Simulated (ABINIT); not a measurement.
## BaTiO3 (R3m): G0W0 with ABINIT, start to end

Aim: the G0W0 gap of BaTiO3 (R3m) on LDA, step by step.

Main program and level: ABINIT 10.8.3; LDA and many-body steps on it, plane waves.

### 1. Set-up

The structure is trigonal, space group R3m (No. 160). Conventional cell: a = 5.655 Å, b = 5.655 Å, c = 6.955 Å, α = 90.00°, β = 90.00°, γ = 120.00°. Nearest to Ba lie 12 O at 2.79 to 2.89 Å. Nearest to Ti lie 6 O at 1.87 to 2.14 Å. Nearest to O lie 2 Ti at 1.87 to 2.14 Å and 4 Ba at 2.79 to 2.89 Å. Farther neighbours and most contacts between anions are not listed.

Coordinates:

```cif
data_structure
_symmetry_space_group_name_H-M 'R3m:H'
_symmetry_Int_Tables_number 160
_cell_length_a 5.6547
_cell_length_b 5.6547
_cell_length_c 6.9552
_cell_angle_alpha 90.000
_cell_angle_beta 90.000
_cell_angle_gamma 120.000
_cell_volume 192.60
loop_
_atom_site_label
_atom_site_type_symbol
_atom_site_symmetry_multiplicity
_atom_site_Wyckoff_symbol
_atom_site_fract_x
_atom_site_fract_y
_atom_site_fract_z
_atom_site_occupancy
Ba1 Ba 3 a 0.00000 0.00000 0.00000 1
Ti1 Ti 3 a 0.33333 0.66667 0.15117 1
O1 O 9 b 0.49703 0.99407 0.01157 1
```

The cell and positions come from the Crystallography Open Database and are kept as given unless a step says otherwise. Spin-orbit coupling is left out unless a step names it.

### 2. Ground state

This step: ABINIT 10.8.3; DFT, LDA, plane waves, norm-conserving pseudopotentials.

The ground-state density comes first.

Contents of run.abi:

```
acell 3*1.0 Angstrom
rprim 
  2.827366608379 1.632380872429 2.318393493212
  -2.827366608379 1.632380872429 2.318393493212
  -0.000000000000 -3.264761744908 2.318393493176
ntypat 3
znucl 56 22 8
natom 5
typat 1 2 3 3 3
xred 
  0.000000000000 0.000000000000 0.000000000000
  0.484500000000 0.484500000000 0.484500000000
  0.508600000000 0.508600000000 0.017500000000
  0.017500000000 0.508600000000 0.508600000000
  0.508600000000 0.017500000000 0.508600000000
pp_dirpath "pseudos"
pseudos "Ba.upf, Ti.upf, O.upf"
ecut 38
ngkpt 6 6 6
nshiftk 1
shiftk 0 0 0
kptopt 1
chksymbreak 0
nband 26
occopt 1
tolvrs 1e-10
nstep 60
prtwf 0
optforces 0
optstress 0
indata_prefix "in"
outdata_prefix "out"
tmpdata_prefix "tmp"
```

The run is started by

```bash
$ OMP_NUM_THREADS=1 mpirun -n 4 abinit run.abi > log
```

Numbers of over 12 decimals in the logs are rounded to 6 here.

Output:

```text
.Version 10.8.3 of ABINIT. v10.8.2 released Aug 2026.

 Symmetries : space group R3 m (#160); Bravais hR (rhombohedral)
================================================================================
 Values of the parameters that define the memory need of the present run
     intxc =       0    ionmov =       0      iscf =       7    lmnmax =       6
     lnmax =       6     mgfft =      45  mpssoang =       3    mqgrid =    3001
     natom =       5  nloc_mem =       1    nspden =       1   nspinor =       1
    nsppol =       1      nsym =       6    n1xccc =    2501    ntypat =       3
    occopt =       1   xclevel =       1
-    mband =          26        mffmem =           1         mkmem =           8
       mpw =        4869          nfft =       91125          nkpt =          32
================================================================================
  Rough estimation (10% accuracy) of disk space for files :
================================================================================

--------------------------------------------------------------------------------
------------- Echo of variables that govern the present computation ------------
--------------------------------------------------------------------------------
 -outvars: echo values of preprocessed input variables --------
            acell      1.8897261259E+00  1.8897261259E+00  1.8897261259E+00 Bohr

      chksymbreak           0
             ecut      3.80000000E+01 Hartree
-          fftalg         312

              ixc       -1012
              kpt      0.00000000E+00  0.00000000E+00  0.00000000E+00
                       1.66666667E-01  0.00000000E+00  0.00000000E+00
                       3.33333333E-01  0.00000000E+00  0.00000000E+00
                       5.00000000E-01  0.00000000E+00  0.00000000E+00
                       1.66666667E-01  1.66666667E-01  0.00000000E+00
                       3.33333333E-01  1.66666667E-01  0.00000000E+00
                       5.00000000E-01  1.66666667E-01  0.00000000E+00
                      -3.33333333E-01  1.66666667E-01  0.00000000E+00
                      -1.66666667E-01  1.66666667E-01  0.00000000E+00
   [... 21 further rows ...]
                      -3.33333333E-01  5.00000000E-01  3.33333333E-01
                       5.00000000E-01  5.00000000E-01  5.00000000E-01
         kptrlatt        6    0    0      0    6    0      0    0    6
          kptrlen      4.54010481E+01
P           mkmem           8
            natom           5
            nband          26
            ngfft          45      45      45
             nkpt          32
            nstep          60
             nsym           6
           ntypat           3
              occ      2.000000  2.000000  2.000000  2.000000  2.000000  2.000000
                       2.000000  2.000000  2.000000  2.000000  2.000000  2.000000
                       2.000000  2.000000  2.000000  2.000000  2.000000  2.000000
                       2.000000  2.000000  0.000000  0.000000  0.000000  0.000000
                       0.000000  0.000000
        optforces           0
        optstress           0
            prtwf           0
            rprim      2.8273666084E+00  1.6323808724E+00  2.3183934932E+00
[...]
spgroup         160

           tolvrs      1.00000000E-10

             xred      0.0000000000E+00  0.0000000000E+00  0.0000000000E+00
[...]
znucl       56.00000   22.00000    8.00000

================================================================================

 chkinp: Checking input parameters for consistency.

================================================================================
== DATASET  1 ==================================================================
-   mpi_nproc: 4, omp_nthreads: 1 (-1 if OMP is not activated)

--- !DatasetInfo
iteration_state: {dtset: 1, }
dimensions: {natom: 5, nkpt: 32, mband: 26, nsppol: 1, nspinor: 1, nspden: 1, mpw: 4869, }
cutoff_energies: {ecut:  38.0, pawecutdg:  -1.0, }
electrons: {nelect:   4.00000000E+01, charge:   0.00000000E+00, occopt:   1.00000000E+00, tsmear:   1.00000000E-02, }

 Real(R)+Recip(G) space primitive vectors, cartesian coordinates (Bohr,Bohr^-1):
 R(1)=  5.3429485  3.0847528  4.3811288  G(1)=  0.0935813  0.0540292  0.0760839
 R(2)= -5.3429485  3.0847528  4.3811288  G(2)= -0.0935813  0.0540292  0.0760839
 R(3)=  0.0000000 -6.1695056  4.3811288  G(3)=  0.0000000 -0.1080584  0.0760839
 Unit cell volume ucvol=  4.3325005E+02 bohr^3
 Angles (23,13,12)=  8.98370000E+01  8.98370000E+01  8.98370000E+01 degrees

 getcut: wavevector=  0.0000  0.0000  0.0000  ngfft=  45  45  45
         ecut(hartree)=     38.000   => boxcut(ratio)=   2.09549

--- Pseudopotential description ------------------------------------------------
- Ba Generated using ONCVPSP code by D. R. Hamann
- 56.00000  10.00000  180309                  znucl, zion, pspdat
12 -1012 2 -1 1912                            pspcod,pspxc,lmax,lloc,mmax
     nproj     2     2     2
  pspatm : epsatm=   25.95172157
         --- l  ekb(1:nproj) -->
[...]
pspatm: atomic psp has been read  and splines computed

- Ti Generated using ONCVPSP code by D. R. Hamann
- 22.00000  12.00000  180309                  znucl, zion, pspdat
12 -1012 2 -1 1568                            pspcod,pspxc,lmax,lloc,mmax
     nproj     2     2     2
  pspatm : epsatm=   14.84363209
         --- l  ekb(1:nproj) -->
[...]
pspatm: atomic psp has been read  and splines computed

- O Generated using ONCVPSP code by D. R. Hamann
-  8.00000   6.00000  201201                  znucl, zion, pspdat
12 -1012 2 -1 926                             pspcod,pspxc,lmax,lloc,mmax
     nproj     2     2     1
  pspatm : epsatm=    6.27558587
         --- l  ekb(1:nproj) -->
[...]
2   -1.033686
 pspatm: atomic psp has been read  and splines computed

   2.38488445E+03                                ecore*ucvol(ha*bohr**3)
--------------------------------------------------------------------------------

_setup2: Arith. and geom. avg. npw (full set) are    4845.949    4845.935

================================================================================

--- !BeginCycle
iteration_state: {dtset: 1, }
solver: {iscf: 7, nstep: 60, nline: 4, wfoptalg: 0, }
tolerances: {tolvrs: 1.00E-10, }

     iter   Etot(hartree)      deltaE(h)  residm     vres2
 ETOT  1  -136.78962457010    -1.368E+02 1.201E-01 1.805E+03
 ETOT  2  -128.47422981626     8.315E+00 1.537E-01 3.118E+04
 ETOT  3  -137.31727909038    -8.843E+00 3.807E-02 4.525E+02
 ETOT  4  -137.33473302629    -1.745E-02 1.585E-02 2.890E+02
 ETOT  5  -137.38190348158    -4.717E-02 1.456E-02 7.215E+01
 ETOT  6  -137.39435081481    -1.245E-02 1.823E-02 1.332E+01
 ETOT  7  -137.39714434647    -2.794E-03 6.363E-03 1.452E-01
 ETOT  8  -137.39714710967    -2.763E-06 3.290E-03 1.428E-01
 ETOT  9  -137.39717755495    -3.045E-05 7.616E-03 1.918E-04
 ETOT 10  -137.39717759895    -4.399E-08 3.254E-03 8.498E-05
 ETOT 11  -137.39717761574    -1.680E-08 4.080E-03 1.877E-06
 ETOT 12  -137.39717761617    -4.270E-10 9.107E-04 3.477E-09
 ETOT 13  -137.39717761618    -6.281E-12 1.249E-03 7.142E-10
 ETOT 14  -137.39717761618     3.411E-13 6.542E-04 1.346E-12

 At SCF step   14       vres2   =  1.35E-12 < tolvrs=  1.00E-10 =>converged.

--- !ResultsGS
iteration_state: {dtset: 1, }
comment   : Summary of ground state results
lattice_vectors:
- [  5.3429485,   3.0847528,   4.3811288, ]
- [ -5.3429485,   3.0847528,   4.3811288, ]
- [ -0.0000000,  -6.1695056,   4.3811288, ]
lattice_lengths: [   7.56684,    7.56684,    7.56684, ]
lattice_angles: [ 89.837,  89.837,  89.837, ] # degrees, (23, 13, 12)
lattice_volume:   4.3325005E+02
convergence: {deltae:  3.411E-13, res2:  1.346E-12, residm:  6.542E-04, diffor:  0.000E+00, }
etotal    :  -1.37397178E+02
entropy   :   0.00000000E+00
fermie    :   2.27945647E-01
cartesian_stress_tensor: null
pressure_GPa: null
xred      :
- [  0.0000E+00,   0.0000E+00,   0.0000E+00, Ba]
- [  4.8450E-01,   4.8450E-01,   4.8450E-01, Ti]
- [  5.0860E-01,   5.0860E-01,   1.7500E-02,  O]
- [  1.7500E-02,   5.0860E-01,   5.0860E-01,  O]
- [  5.0860E-01,   1.7500E-02,   5.0860E-01,  O]
cartesian_forces: null
force_length_stats: {min: null, max: null, mean: null, }

 Integrated electronic density in atomic spheres:
 ------------------------------------------------
 Atom  Sphere_radius  Integrated_density
[...]
================================================================================

 ----iterations are completed or convergence reached----

 Mean square residual over all n,k,spin=   59.800E-07; max=  65.419E-05
 reduced coordinates (array xred) for    5 atoms
       0.000000000000      0.000000000000      0.000000000000
       0.484500000000      0.484500000000      0.484500000000
       0.508600000000      0.508600000000      0.017500000000
       0.017500000000      0.508600000000      0.508600000000
       0.508600000000      0.017500000000      0.508600000000
 rms dE/dt=  0.0000E+00; max dE/dt=  0.0000E+00; dE/dt below (all hartree)
    1       0.000000000000      0.000000000000      0.000000000000
    2       0.000000000000      0.000000000000      0.000000000000
    3       0.000000000000      0.000000000000      0.000000000000
    4       0.000000000000      0.000000000000      0.000000000000
    5       0.000000000000      0.000000000000      0.000000000000

 cartesian coordinates (angstrom) at end:
    1      0.000000     0.000000     0.000000
    2      0.000000    -2.422e-11     3.369785
    3     -0.000000     1.603324     2.398842
    4     -1.388520    -0.801662     2.398842
    5      1.388520    -0.801662     2.398842
 length scales=  1.889726125908  1.889726125908  1.889726125908 bohr
              =  1.000000000000  1.000000000000  1.000000000000 angstroms
 prteigrs : about to open file out_EIG
 Fermi (or HOMO) energy (hartree) =   0.22795   Average Vxc (hartree)=  -0.43839
 Eigenvalues (hartree) for nkpt=  32  k points:
 kpt#   1, nband= 26, wtk=  0.00463, kpt=  0.0000  0.0000  0.0000 (reduced coord)
  -1.81567   -0.95583   -0.95583   -0.95547   -0.67945   -0.37697   -0.35096   -0.35096
  -0.13308   -0.13308   -0.13298    0.14662    0.14670    0.14670    0.17905    0.17905
   0.18795    0.20860    0.21387    0.21387    0.31424    0.31424    0.31964    0.39653
   0.40420    0.41136
 prteigrs : prtvol=0 or 1, do not print more k-points.

--- !EnergyTerms
iteration_state     : {dtset: 1, }
comment             : Components of total free energy in Hartree
kinetic             :  6.26775852443735E+01
hartree             :  2.99837969375801E+01
xc                  : -2.77487497594096E+01
Ewald energy        : -1.03236698659663E+02
psp_core            :  5.50463742493026E+00
local_psp           : -1.00753184899619E+02
non_local_psp       : -3.82456390436986E+00
total_energy        : -1.37397177616178E+02
total_energy_eV     : -3.73876766922147E+03
band_energy         : -1.09186738120164E+01

== END DATASET(S) ==============================================================
================================================================================

 -outvars: echo values of variables after computation  --------
           etotal     -1.3739717762E+02
            nband          26
             nkpt          32
          spgroup         160
 [... the other variables as echoed above ...]

 Calculation completed.
```

It took 48 s on 4 MPI ranks of Arm Neoverse V2, shared host; peak memory 0.37 GiB; 3.2 min of CPU time.

This step gave:

```
total energy               : -3738.7677 eV
gap                        : 2.348 eV
k of the valence top       : 0.5, 0.5, 0.5
k of the conduction bottom : 0, 0, 0
least direct gap           : 2.731 eV
```

The gap is indirect, with the least direct gap 0.38 eV higher.

(Part 1 of 3 ends here.)

[Paths, hosts, dates, memory and timing lines, banners, echoed tables and standing remarks are left out of the program output.]

[Logs are printed without paths, hosts, clocks, repeated set-up lines and the standing remarks that a program may print on its own settings, such as how far it seeks lower states.]

[Runs of the session that timed out or met a known fault of the program may be left out.]

[Hosts, paths, dates, database ids (printed as entryN), source tags and the programs' standing remarks are cut or masked in the printed files.]

[G0W0 gaps are taken among the corrected bands and points alone; a level outside them can change the order at an edge.]

[Where Ansatz stands beside ABINIT at settings called matched, ABINIT's density can come from a denser mesh and the files from another edition; pairs whose starting gaps differed by over 0.03 eV were left out, so agreement reads better than it is.]
